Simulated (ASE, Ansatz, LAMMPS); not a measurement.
**Localised basis functions on twisted graphene monolayer on bilayer, 7.34° (366 atoms)**

Wanted: errors and times of a linear-scaling basis for twisted graphene monolayer on bilayer, 7.34° (366 atoms).

Program: Ansatz 0.2.0. Level of theory: Kohn-Sham DFT, PBE+D3(BJ), PAW (set soft_2), plane waves. Results are calculated unless marked as measured.

## (1) The starting structure

The cell holds 366 atoms: 366 C. Its edges and angles: a = 19.213 Å, b = 19.213 Å, c = 20.690 Å, α = 90.0°, β = 90.0°, γ = 120.0°. It derives from C (graphene). Graphene (a = 2.46 Å) under graphene (a = 2.46 Å), monolayer on bilayer, commensurate cell of 61 unit cells a layer, twist 7.34 deg; facing planes 3.32, 3.37 Å apart as built; 14 Å of vacuum; minimised with a classical potential. Regions: layer 1, 122 atoms (122 C); layer 2, 122 atoms (122 C); layer 3, 122 atoms (122 C). Vacuum lies along c.

What the set-up can't give: Beside vacuum, support functions can miss their usual error bounds without a warning.

## (2) How the cell was made

A minimisation with a classical potential prepares the built cell.

This step: classical potential: AIREBO (Stuart, Tutein and Harrison, J. Chem. Phys. 112, 6472 (2000)) (LAMMPS stable Jul 2025 - Update 4).

in.lammps reads:

```
units metal
atom_style atomic
boundary p p p
atom_modify map array
read_data structure.data
pair_style airebo 3.0 1 1
pair_coeff * * CH.airebo C
thermo_style custom step temp pe press lx ly lz fmax
thermo 200
min_style cg
minimize 0 1e-4 3000 30000
write_data relaxed.data nocoeff
```

Started as:

```sh
$ lmp -in in.lammps -log log.lammps -screen none -nocite
```

Numbers of over 12 decimals in the logs are rounded to 6 here.

The log of the run:

```text
LAMMPS (22 Jul 2025 - Update 4)
  366 atoms
   Step          Temp          PotEng         Press            Lx             Ly             Lz            Fmax     
         0   0             -2722.8293     -65288.344      19.2132        16.639119      20.69          0.021697758  
        90   0             -2722.8661     -65727.764      19.2132        16.639119      20.69          1.4531895e-05
Loop time of 2.86338 on 1 procs for 90 steps with 366 atoms
Minimization stats:
  Stopping criterion = force tolerance
  Energy initial, next-to-last, final = 
     -2722.82925841799  -2722.86605893678  -2722.86605893688
  Force two-norm initial, final = 0.19437186 9.9062178e-05
  Force max component initial, final = 0.021697758 1.4531895e-05
  Iterations, force evaluations = 90 180
```

The job ended after 3.5 s (1 thread of Intel Xeon at 2.80GHz (Skylake/Cascade Lake), shared host).

## (3) Plane-wave single point

The first run fixes the reference, at a cutoff of 420 eV.

input.yaml reads:

```yaml
crystal:
  lattice:
    - [19.2132, 0.0, 0.0]
    - [-9.6066, 16.63912, 0.0]
    - [0.0, 0.0, 20.69]
  atoms:
    - { symbol: C, position: [0.08743, 0.86339, 0.33644] }
    - { symbol: C, position: [0.0929, 0.79235, 0.33639] }
    - { symbol: C, position: [0.15301, 0.01093, 0.33644] }
    - { symbol: C, position: [0.15847, 0.93989, 0.33639] }
    - { symbol: C, position: [0.10383, 0.65027, 0.33642] }
    - { symbol: C, position: [0.10929, 0.57923, 0.33638] }
    - { symbol: C, position: [0.1694, 0.79781, 0.33644] }
    - { symbol: C, position: [0.17486, 0.72678, 0.3364] }
    - { symbol: C, position: [0.23497, 0.94536, 0.33643] }
    - { symbol: C, position: [0.24044, 0.87432, 0.33639] }
    - { symbol: C, position: [0.12022, 0.43716, 0.33643] }
    - { symbol: C, position: [0.12568, 0.36612, 0.33639] }
    - { symbol: C, position: [0.18579, 0.5847, 0.33644] }
    - { symbol: C, position: [0.19126, 0.51366, 0.3364] }
    - { symbol: C, position: [0.25137, 0.73224, 0.33645] }
    - { symbol: C, position: [0.25683, 0.6612, 0.33641] }
    - { symbol: C, position: [0.31694, 0.87978, 0.33643] }
    - { symbol: C, position: [0.3224, 0.80874, 0.3364] }
    - { symbol: C, position: [0.38251, 0.02732, 0.33639] }
    - { symbol: C, position: [0.38798, 0.95628, 0.33636] }
    - { symbol: C, position: [0.07104, 0.0765, 0.33645] }
    - { symbol: C, position: [0.0765, 0.00546, 0.33641] }
    - { symbol: C, position: [0.13661, 0.22404, 0.33644] }
    - { symbol: C, position: [0.14208, 0.15301, 0.3364] }
    - { symbol: C, position: [0.20219, 0.37158, 0.33644] }
    - { symbol: C, position: [0.20765, 0.30055, 0.33639] }
    - { symbol: C, position: [0.26776, 0.51913, 0.33645] }
    - { symbol: C, position: [0.27322, 0.44809, 0.3364] }
    - { symbol: C, position: [0.33333, 0.66667, 0.33645] }
    - { symbol: C, position: [0.3388, 0.59563, 0.33641] }
    - { symbol: C, position: [0.39891, 0.81421, 0.33644] }
    - { symbol: C, position: [0.40437, 0.74317, 0.33641] }
    [... 328 atom lines left out ...]
    - { symbol: C, position: [0.94534, 0.23495, 0.66293] }
    - { symbol: C, position: [0.93988, 0.15845, 0.66289] }
    - { symbol: C, position: [0.02731, 0.38249, 0.66294] }
    - { symbol: C, position: [0.02185, 0.30599, 0.66291] }
    - { symbol: C, position: [0.01092, 0.153, 0.66282] }
    - { symbol: C, position: [0.00546, 0.0765, 0.66282] }
kpoints:
  mp_grid: { grid: [3, 3, 1] }
hamiltonian:
  xc: pbe
  dispersion: d3bj
scf:
  occupations: { method: fermi_dirac, width: 0.05 }
output:
  forces: true
  populations: true
  dos:
    method: { smearing: { sigma: 0.1 } }
    de: 0.1
    projected: { site_lists: { C: [C] } }
  eigenvalues: true
```

Started as:

```sh
$ ansatz run input.yaml --threads 32 --pin off --max-ram 143360MiB --backend cuda --events-out ev --progress --plain --runs-dir out
```

The log of the run:

```text
Warning: the atoms were moved onto the symmetric positions of the space group found under crystal.symmetry.tolerance 1.0e-5 (fractional; no operation is sought that the atoms, as they stand in a round, miss by more than twice it, and no atom is moved by as much as it), and the run uses the moved positions. [...]
Engine: ansatz 0.2.0, aarch64-unknown-linux-gnu
Pseudopotentials: kind: paw
Pseudopotential: C, paw, valence charge 4, recommended cutoff 420 eV (normal), C.paw.azcp
[...]
Crystal: 366 atoms, lattice volume = 6614.401 Å³
Basis set: ecut = 420 eV, 129219 PW (Γ), exchange–correlation on 270×270×288 points (8 copies of the dense FFT grid, shifted against one another)
Bands: 1098, of which v1, the nominal top of the filled ones, is band 732 counted from 1 (731 counted from 0)
Symmetry: 3 space group operations
Space group: P3 (ITA 143), of the structure as read, at distance tolerance 1.9e-4 Å
k-points: 3 of 9 (time reversal used)
[... 3 lines on functional and potentials left out ...]
Initial density: superposition of atomic densities (neutral atoms: chi_scale 0, normalization atom), corrected by the library's trained network
Initial wavefunctions: pseudopotential atomic-orbital guess
[...]
Functional: x = pbe(κ = 0.804, μ = 0.219515), c = pbe(β = 0.066725)
SCF iter   1: F=—  HF=-91889.289536 eV  |F-HF|=—  |Δ(HF+E_count)|=         —  Δρ=2.37e-3  dr2=4.00e-1  ethr=1.77e-3  ⟨swp⟩=9.0  Hψ=18893  notcnv=0  defer=766
preconditioner: auto → LDOS  [metal: Δε(μ)=0.042 eV  Ē_g=15.317 eV  σ=0.050 eV  W_gap=0.20  n_scr=1080 (ndim 8)  ℏωp=17.5 eV  f_vac=0.504  D(μ)=8.63/eV (n_scr^D=20)  β→1.0]
SCF iter   2: F=—  HF=-91889.313131 eV  |F-HF|=—  |Δ(HF+E_count)|=   2.36e-2  Δρ=1.10e-3  dr2=1.75e-1  ethr=2.73e-5  ⟨swp⟩=2.3  Hψ=6084  notcnv=0  defer=1004
SCF iter   3: F=—  HF=-91889.254396 eV  |F-HF|=—  |Δ(HF+E_count)|=   5.87e-2  Δρ=3.49e-4  dr2=3.21e-2  ethr=1.19e-5  ⟨swp⟩=2.0  Hψ=4470  notcnv=0  defer=1004
SCF iter   4: F=—  HF=-91889.250549 eV  |F-HF|=—  |Δ(HF+E_count)|=   3.85e-3  Δρ=8.41e-5  dr2=2.68e-4  ethr=2.19e-6  ⟨swp⟩=2.0  Hψ=3942  notcnv=0  defer=1004
SCF iter   5: F=—  HF=-91889.253114 eV  |F-HF|=—  |Δ(HF+E_count)|=   2.57e-3  Δρ=3.52e-5  dr2=9.48e-5  ethr=1.83e-8  ⟨swp⟩=3.0  Hψ=5030  notcnv=0  defer=1004
SCF iter   6: F=—  HF=-91889.254813 eV  |F-HF|=—  |Δ(HF+E_count)|=   1.70e-3  Δρ=5.37e-6  dr2=1.41e-6  ethr=6.47e-9  ⟨swp⟩=2.0  Hψ=5492  notcnv=0  defer=1004
SCF iter   7: F=—  HF=-91889.254818 eV  |F-HF|=—  |Δ(HF+E_count)|=   5.38e-6  Δρ=2.44e-6  dr2=6.52e-7  ethr=9.63e-11  ⟨swp⟩=2.0  Hψ=4489  notcnv=0  defer=1004
SCF iter   8: F=-91889.254818 eV  HF=-91889.254818 eV  |F-HF|=1.20e-8  |Δ(HF+E_count)|=   1.25e-7  Δρ=5.80e-7  dr2=2.67e-8  ethr=6.83e-12  ⟨swp⟩=26.7  Hψ=33035  notcnv=0
SCF 1 converged in 8 iterations: F = -91889.254818 eV  dr2 = 2.67e-8
  greatest PAW one-centre occupation: 0.674 electrons in one spin orbital (limit 2), on the C atom at site 222 (counted from 0), in its partial waves of l = 0
SCF converged after 8 iterations
Free energy (F): -91889.254818 eV
Harris-Foulkes:  -91889.254818 eV  (|F-HF|=1.20e-8)
Internal energy: -91889.192892 eV  (E = F + TS)
E sigma→0 (E₀):  -91889.223855 eV
Entropy (-TS):   -0.061926 eV (-0.169 meV/atom)
Fermi energy:    1.225137 eV
--- Per-component energies (eV) ---
  E_band       = -11597.769658
  E_kinetic    = 33342.109377
  E_local      = -650793.266828  (includes V_loc(G=0)·N_el)
  E_nonlocal   = 10009.513349
  E_hartree    = 310058.983956
  E_xc         = -17586.914607
  E_vxc        = -21775.577038  (∫ρ·V_xc dr)
  E_paw        = -36366.816405  (= ΣΔE_a)
  E_vpaw       = -2498.525014  (= ΣTr[D̂ρ^β])
  E_aug_tail   = 0.002788  (compensation charges beyond the density's cutoff)
  E_ewald      = 259495.135828
  E_disp       = -47.940351  (pairwise vdW)
  E_smearing   = -0.061926  (= −TS)
  E_closure    = 0.000000  (closes the sum)
  Σ components = -91889.254818   (vs F -91889.254818, Δ=0.00e0)
--- Forces (eV/Å), atoms counted from 1 ---
[... 366 lines of forces left out ...]
  max |Σ_I F_I| component: 4.09e-5 eV/Å
--- Band table (eV) ---
[... left out ...]
--- Löwdin populations: 366 sites ---
  site symbol       q [e]
[... 366 lines, one an atom, left out ...]
  spilling = 0.009380 (of n_electrons = 1464.000000)
```

It took 17 s on 1 × NVIDIA GB200 with 32 threads of Arm Neoverse V2, shared host; peak memory 10 GiB.

That memory is the host's. Forces of this run were stored rounded, and per-atom blocks of the log weren't kept.

The program notes that positions were snapped to a detected symmetry.

Numbers from this run:

```
free energy                             : -91889.2548 eV
free energy per atom                    : -251.0635 eV/atom
SCF cycles                              : 8
r.m.s. force component                  : 0.0139 eV/Å
longest force                           : 0.05431 eV/Å
Fermi energy                            : 1.225 eV
levels partly filled by over 2 per cent : 4
spilling of the projection              : 0.00938
```

The mean of these charges, 0.038 e, is only the charge that the projection spills.

Löwdin charges by element (they lack the spilled electrons, 0.038 e an atom on average):

| element | coordination | atoms | mean charge (e) | spread | least | most |
| --- | --- | --- | --- | --- | --- | --- |
| C | all | 366 | 0.0375 | 0.0027 | 0.0311 | 0.0409 |

By region:

| region | atoms | mean length of the force (eV/Å) |
| --- | --- | --- |
| layer 1 | 122 | 0.023 |
| layer 2 | 122 | 0.026 |
| layer 3 | 122 | 0.018 |

Density of states as counts of states in windows of 1 eV (from the Fermi level), total and some projections:

| from (eV) | to (eV) | total | C p | C s |
| --- | --- | --- | --- | --- |
| -14 | -13 | 41.8 | 23.1 | 18.2 |
| -13 | -12 | 70.8 | 47.3 | 22.6 |
| -12 | -11 | 54.5 | 36.3 | 17.7 |
| -11 | -10 | 58.0 | 42.7 | 14.7 |
| -10 | -9 | 68.7 | 55.9 | 12.3 |
| -9 | -8 | 76.1 | 64.4 | 11.1 |
| -8 | -7 | 116.7 | 105.6 | 9.8 |
| -7 | -6 | 166.7 | 158.8 | 6.4 |
| -6 | -5 | 136.5 | 131.8 | 3.8 |
| -5 | -4 | 110.1 | 107.6 | 2.0 |
| -4 | -3 | 100.3 | 99.5 | 0.4 |
| -3 | -2 | 76.9 | 76.6 | 0.0 |
| -2 | -1 | 39.7 | 39.5 | 0.0 |
| -1 | 0 | 11.9 | 11.9 | 0.0 |
| 0 | 1 | 10.5 | 10.4 | 0.0 |
| 1 | 2 | 63.3 | 61.3 | 0.0 |
| 2 | 3 | 60.9 | 58.6 | 0.0 |
| 3 | 4 | 54.4 | 41.6 | 0.0 |
| 4 | 5 | 68.1 | 35.9 | 0.0 |

Between -20 and -14 eV lie 335 more states.

Not all projections were asked for or kept, so they needn't add up to the total.

The levels nearest the highest filled one (over half full), pooled over k-points and spins:

| level less the highest filled one (eV) | occupation |
| --- | --- |
| -0.629 | 2 |
| -0.623 | 2 |
| -0.463 | 2 |
| -0.401 | 2 |
| -0.292 | 2.00 |
| 0 | 1.18 |
| 0.0221 | 0.964 |
| 0.0221 | 0.964 |
| 0.0295 | 0.89 |
| 0.335 | 0.004 |
| 0.541 | 0 |
| 0.545 | 0 |

Löwdin charges run from +0.03 to +0.04 e, about a mean that is the spilled charge alone. Within 0.4 eV of the Fermi level the largest share is C p (100 % of the projected weight).

## (4) Structure statistics

These statistics describe the geometry on which the runs were made.

Normalised to the volume that the atoms fill. Pair distribution function in bins of 0.1 Å:

| r (Å) | total |
| --- | --- |
| 1.35 | 0.00 |
| 1.45 | 9.00 |
| 1.55 | 0.00 |
| 1.65 | 0.00 |
| 1.75 | 0.00 |
| 1.85 | 0.00 |
| 1.95 | 0.00 |
| 2.05 | 0.00 |
| 2.15 | 0.00 |
| 2.25 | 0.00 |
| 2.35 | 0.00 |
| 2.45 | 5.97 |
| 2.55 | 0.00 |
| 2.65 | 0.00 |
| 2.75 | 0.00 |
| 2.85 | 2.29 |
| 2.95 | 0.00 |
| 3.05 | 0.00 |
| 3.15 | 0.00 |
| 3.25 | 0.00 |
| 3.35 | 0.23 |
| 3.45 | 0.27 |
| 3.55 | 0.28 |
| 3.65 | 1.64 |
| 3.75 | 2.81 |
| 3.85 | 0.29 |
| 3.95 | 0.22 |
| 4.05 | 0.22 |
| 4.15 | 0.94 |
| 4.25 | 2.24 |
| 4.35 | 0.20 |
| 4.45 | 1.16 |
| 4.55 | 0.24 |
| 4.65 | 0.20 |
| 4.75 | 0.24 |
| 4.85 | 0.19 |
| 4.95 | 1.71 |
| 5.05 | 1.62 |
| 5.15 | 1.57 |
| 5.25 | 0.17 |
| 5.35 | 0.20 |
| 5.45 | 0.59 |
| 5.55 | 0.17 |
| 5.65 | 0.73 |

Bonds by pair of elements; cutoffs follow the first minimum of g(r), held within bounds set by covalent radii, and pairs that aren't listed don't count as bonded:

| pair A-B | cutoff (Å) | bonds | mean length (Å) | spread (Å) | shortest (Å) | B about A | A about B |
| --- | --- | --- | --- | --- | --- | --- | --- |
| C-C | 1.82 | 549 | 1.42 | 0 | 1.42 | 3 | 3 |

How many atoms have how many bonded neighbours:

| element | mean | 3 |
| --- | --- | --- |
| C | 3 | 366 |

Bond angles (no mean is given where the spread exceeds 20°):

| angle | count | mean (°) | spread (°) |
| --- | --- | --- | --- |
| C-C-C | 1098 | 120 | 0 |

The first maximum of g(r) stands at about 1.43 Å. With the cutoffs above, all C atoms have 3 bonded neighbours.

Local excerpt of 13 atoms (numbers count through the whole input) about C259, picked at random; x, y, z are measured from there.

| atom | x | y | z | distance (Å) | bonds | Löwdin charge (e) |
| --- | --- | --- | --- | --- | --- | --- |
| C259 | 0.00 | 0.00 | 0.00 | 0.00 | 3 | 0.04 |
| C252 | -1.42 | 0.09 | 0.00 | 1.42 | 3 | 0.04 |
| C314 | 0.79 | 1.18 | 0.00 | 1.42 | 3 | 0.04 |
| C260 | 0.63 | -1.27 | 0.00 | 1.42 | 3 | 0.04 |
| C249 | -2.20 | -1.09 | 0.00 | 2.46 | 3 | 0.04 |
| C271 | 2.20 | 1.09 | 0.00 | 2.46 | 3 | 0.04 |
| C251 | -2.05 | 1.36 | 0.00 | 2.46 | 3 | 0.04 |
| C313 | 0.16 | 2.45 | 0.00 | 2.46 | 3 | 0.04 |
| C257 | -0.16 | -2.46 | 0.00 | 2.46 | 3 | 0.04 |
| C269 | 2.05 | -1.36 | 0.00 | 2.46 | 3 | 0.04 |
| C272 | 2.83 | -0.18 | 0.00 | 2.84 | 3 | 0.04 |
| C250 | -1.57 | -2.36 | 0.00 | 2.84 | 3 | 0.04 |
| C302 | -1.26 | 2.55 | 0.00 | 2.84 | 3 | 0.04 |

The column of bonds counts only the pairs C-C within 1.82 Å; other neighbours, such as metal atoms beside each other in a compound, aren't counted, and periodic images can show an atom twice.

## (5) Support functions medium

With localised support functions most steps grow linearly with size, though the diagonalisation grows faster unless the density matrix is cut; this run measures error and cost at this size. The level medium gives here a grid of 90×90×96 points and a radius of 3.48 Å.

This step: Kohn-Sham DFT, PBE+D3(BJ), PAW (set soft_2), localised support functions (medium) (Ansatz 0.2.0).

input.yaml, the sections that differ from step 3:

```yaml
scf:
  occupations: { method: fermi_dirac, width: 0.05 }
  eigensolver: { kind: { support_functions: { accuracy: medium } } }
  mixing: { beta: 0.4 }
  max_iter: 150
output:
  forces: true
  eigenvalues: true
# crystal, kpoints, hamiltonian: as in step 3
```

The log of the run:

```text
Warning: scf.eigensolver.kind.support_functions: disabling space-group detection — the functions' gradient is summed over unrotated k-points, so no spatial operation reduces the k-mesh or symmetrises the density; time reversal is kept, so that k and −k are solved as one point where they differ and the mesh holds both, and exact exchange and, on two spinor components, a DFT+U term hold to it where the run has them: [...]
settings of this run that can trade accuracy for cost: scf.eigensolver.kind.support_functions [...]
[...]
device memory: the entry about to start is reckoned to put 12.7 GiB on a device that reports 182.5 GiB free
GPU FFT provider: cuFFT
GPU libraries: cuBLAS 13.8.1, cuFFT 12.4.0, cuSOLVER 12.3.2
GPU matrix products: emulated (plane waves: as basis.precision tells), large ones in fixed point in workspaces of 1.00 GiB
Crystal: 366 atoms, lattice volume = 6614.401 Å³
Basis set: ecut = 420 eV, 129219 PW (Γ), exchange–correlation on 270×270×288 points (8 copies of the dense FFT grid, shifted against one another)
Bands: 879, of which v1, the nominal top of the filled ones, is band 732 counted from 1 (731 counted from 0)
Symmetry: 1 space group operations
k-points: 5 of 9 (time reversal used)
[...]
GPU buffer pool allocated for 2624400 grid points (all kernels)
Eigensolver: Support functions (medium, 90×90×96 points, laid for a spacing of at most 0.228497 Å, radius 3.476589 Å, 191 sites without an atom, 1 species' potentials softened for the grid, 1 wholly corrected for its errors in the mean over positions, 1 with the egg-box correction, energy correction by stochastic trace)
[...]
SCF iter   1: F=—  HF=-91970.361550 eV  |F-HF|=—  |Δ(HF+E_count)|=         —  Δρ=7.49e-2  dr2=3.58e2  ethr=1.00e-1
[...]
SCF iter  12: F=-91890.604404 eV  HF=-91890.604404 eV  |F-HF|=1.50e-7  |Δ(HF+E_count)|=   3.12e-6  Δρ=3.04e-6  dr2=7.25e-7  ethr=8.30e-10
SCF 1 converged in 12 iterations: F = -91890.627078 eV  dr2 = 7.25e-7
[...]
SCF converged after 12 iterations
Stability not checked: this state was not tested for a lower state beside it, because the mixer in use, unlike msr1, does not test its closes by its own steps (another_mixer; see scf.mixing.algorithm and scf.lower_state_search)
Free energy (F): -91890.627078 eV
[...]
Internal energy: -91890.565160 eV  (E = F + TS)
E sigma→0 (E₀):  -91890.596119 eV
Entropy (-TS):   -0.061918 eV (-0.169 meV/atom)
Fermi energy:    1.224883 eV
[...]
--- Forces (eV/Å), atoms counted from 1 ---
[... 366 lines of forces left out ...]
  max |Σ_I F_I| component: 9.23e-3 eV/Å
--- Band table (eV; the first three rows and the last of 5) ---
```

Elapsed: 17 s, on 1 × NVIDIA GB200 with 32 threads; peak memory 2.4 GiB; 29 s of CPU time.

That memory is the host's; the program planned up to 12.7 GiB on the GPU.

The program notes that the band table was not solved further than the SCF left it and it switched symmetry off.

Keys that differ from the reference: support_functions.accuracy = "medium", scf.max_iter = 150 and scf.mixing.beta = 0.4.

Forces differ from the reference by 2.5 meV/Å r.m.s.; the energy by -3.7 meV/atom.

## (6) All settings compared

Each row is set against the plane-wave reference (Kohn-Sham DFT, PBE+D3(BJ), PAW (set soft_2), plane waves; r.m.s. force component 0.0139 eV/Å). Energies are set beside the reference only for runs with its functional, potentials and electron count. Times are for 1 × NVIDIA GB200 with 32 threads of Arm Neoverse V2, shared host. The reference's time includes the DOS, which some other runs skip.

| run | Δ force, r.m.s. (meV/Å) | Δ energy (meV/atom) | cycles | time | host memory (GiB) |
| --- | --- | --- | --- | --- | --- |
| reference | - | - | 8 | 17 s | 10 |
| support functions medium | 2.46 | -3.75 | 12 | 17 s | 2.4 |

## (7) Results

```json
{
 "free energy per atom": "-251.0635 eV/atom",
 "r.m.s. force component": "0.0139 eV/Å",
 "wall time of the 2 DFT runs": "35 s"
}
```

In words: The setting support functions medium changes forces by 2.5 meV/Å r.m.s. Differences between support functions and plane waves include what basis error the plane-wave run still has.

No gap is quoted, since levels at the Fermi energy are partly filled. With the cutoffs above, all C atoms have 3 bonded neighbours.

[Logs are printed without paths, hosts, clocks, repeated set-up lines and the standing remarks that a program may print on its own settings, such as how far it seeks lower states.]

[Hosts, paths, dates, database ids (printed as entryN), source tags and the programs' standing remarks are cut or masked in the printed files.]
